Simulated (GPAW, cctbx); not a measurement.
## By hand: from a DFT structure factor to an extinction distance in MgAl2Rh3

MgAl2Rh3, P6/mmm (no. 191), a = 5.5455 Å, b = 5.5455 Å, c = 3.7841 Å, α = 90.00°, β = 90.00°, γ = 120.00°.

```csv
atom,mult.,x,y,z
Rh1,3,0,1/2,1/2
Al1,2,2/3,1/3,0
Mg1,1,0,0,0
```

The start was made by putting kin elements into a known structure type; the compound need not exist, or be stable, in this form.

A DFT run (GPAW, PBE, 450 eV, 6×5×5 k-points (along the axes of the calculation cell), Fermi–Dirac width 0.1 eV) gives the static X-ray structure factor of 100 as 42.668 e for the conventional cell; superposed free atoms give 42.333 e. **Problem.** Find the Fourier component V of the crystal potential and the two-beam extinction distance at 120 kV in both cases.

**1. Geometry**

The cell volume is Ω = 100.78 Å³ and d(100) = 4.8025 Å, so g = 1/d = 0.2082 Å⁻¹.

**2. The nuclei**

Electrons feel nuclei as well as electrons, so the nuclear charges are summed with the same phases.

Phase sums Σ exp(2πi h·x), turned so that the total is real and positive: Rh +1.000, Al +1.000, Mg -1.000. Then F_Z = 45 × (+1.000) + 13 × (+1.000) + 12 × (-1.000) = 46.00 e. The electron term has the same sign for this reflection.

**3. Mott–Bethe**

Poisson's equation, term by term, gives V = (e/4πε₀)(F_Z − F)/(πΩg²), with e/4πε₀ = 14.3996 V Å.

The prefactor is 14.3996 × 4.8025²/(π × 100.78) = 1.04895 V per electron. Free atoms: (46.00 − 42.333) × 1.04895 = 3.846 V. Crystal: (46.00 − 42.668) × 1.04895 = 3.495 V. F changes by +0.79 % and V by -9.1 %: the same 0.34 e is measured against F_Z − F = 3.7 e in place of F = 42.3 e.

**4. Extinction distance**

In the two-beam case ξ = 1/(λU) with U = 2γm₀eV/h², that is ξ = 150.41 V Å²/(γλV).

At 120 kV, λ = 0.03349 Å and γ = 1.2348. Free atoms: ξ = 946 Å. Crystal: ξ = 1041 Å. The thickness fringes go as sin²(πt/ξ), so the two patterns slip by a quarter of a period when t|1/ξ₁ − 1/ξ₀| = 1/4, at t ≈ 259 nm. Thermal motion, absorption and many-beam coupling, left out here, change a real pattern.

**5. Answer**

V(100) is 3.50 V against 3.85 V, and ξ is 1041 against 946 Å. Limits: static atoms, two beams.

[Outputs are excerpts: Python notices, other lines and further rows are left out; steps that failed or that the build refused (PBEsol, TPSS) are not shown.]

[Logs are printed without paths, hosts, clocks, repeated set-up lines and the standing remarks that a program may print on its own settings, such as how far it seeks lower states.]
